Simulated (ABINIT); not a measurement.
Records of electronic-structure calculations.

PbSe (Clausthalite): a self-consistent loop beyond G0W0, cycle by cycle. The structure is cubic, space group Fm-3m (No. 225). Conventional cell: a = 6.121 Å, b = 6.121 Å, c = 6.121 Å, α = 90.00°, β = 90.00°, γ = 90.00°. Pb has 6 Se at 3.06 Å nearest. Nearest to Se lie 6 Pb at 3.06 Å. Farther neighbours, and contacts between anions beyond the nearest, are not listed. The calculation used RPA screening on PBE from quasiparticle energies and orbitals, plane waves, norm-conserving pseudopotentials (and 4 further levels or steps) in ABINIT 10.8.3, with cutoff 48 Ha, PseudoDojo scalar-relativistic 0.4 stringent, norm-conserving, potential set dojo-sr-pbe-0.4-stringent, ngkpt (4, 4, 4), nband 153, ecuteps 6 Ha, gwcalctyp 27, nfreqre 1, inclvkb 2, shiftk (0, 0, 0), symchi 1, awtr 1, frequency static, cycle 7, q points all but q = 0, 4×4×4 k-mesh. The G0W0 is 0.345 eV and the self-consistent COHSEX, cycle 1 is 0.792 eV. The self-consistent COHSEX, cycle 2 is 1.004 eV and the self-consistent COHSEX, cycle 3 is 1.022 eV. The self-consistent COHSEX, cycle 4 is 0.979 eV. The self-consistent COHSEX, cycle 5 is 0.941 eV. The self-consistent COHSEX, cycle 6 is 0.923 eV and the self-consistent COHSEX, cycle 7 is 0.922 eV. It took 22 runs, 41 min in all on 8 MPI ranks of Arm Neoverse N1, shared host. Only the bands that the input lists are updated; the higher empty ones keep the functional's energies. Self-consistent COHSEX ends at 0.92 eV, +0.58 eV from G0W0, after 7 cycles that took 37 min beside the first screening; the last moved the gap by 0.001 eV. The cell and positions come from the Crystallography Open Database and are kept as given unless a step says otherwise. Limits: no spin-orbit coupling. The 4×4×4 mesh is coarse for this cell, which bears on the long-range parts of exchange and screening. For the PBE start: The RPA ε∞ on this mesh reaches over 25; with a narrow direct gap a coarse mesh can overstate it, and the correction is then too small. For the PBE start: On this mesh the RPA ε∞ passes 90, more than nearly any semiconductor shows; a coarse mesh does this where one point with a narrow direct gap carries much weight. The screening is then too strong, and the G0W0 gap should not be taken as the material's.

```xyz
2
Lattice="0.0000 3.0607 3.0607 3.0606 0.0000 3.0606 3.0606 3.0607 0.0000" Properties=species:S:1:pos:R:3 pbc="T T T"
Pb    0.0000    0.0000    0.0000
Se    3.0606    3.0606    3.0606
```

[Long decimals in the printed logs are rounded to 6 places.]

[Logs are printed without paths, hosts, clocks, repeated set-up lines and the standing remarks that a program may print on its own settings, such as how far it seeks lower states.]

[Paths, hosts, dates, memory and timing lines, banners, echoed tables and standing remarks are left out of the program output; an Ansatz launch command may be rebuilt from the run's recorded settings. Measured values are a selection of at most five: reports struck by readers or far from the other reports are left out. None is set beside runs whose start may be inverted or whose files or cutoffs have a known fault.]

[Runs of the session that timed out or met a known fault of the program may be left out.]

[Hosts, paths, dates, database ids (printed as entryN), source tags and the programs' standing remarks are cut or masked in the printed files.]

[G0W0 gaps are taken among the corrected bands and points alone; a level outside them can change the order at an edge.]

[Where Ansatz stands beside ABINIT at settings called matched, ABINIT's density can come from a denser mesh and the files from another edition; pairs whose starting gaps differed by over 0.03 eV were left out, so agreement reads better than it is.]
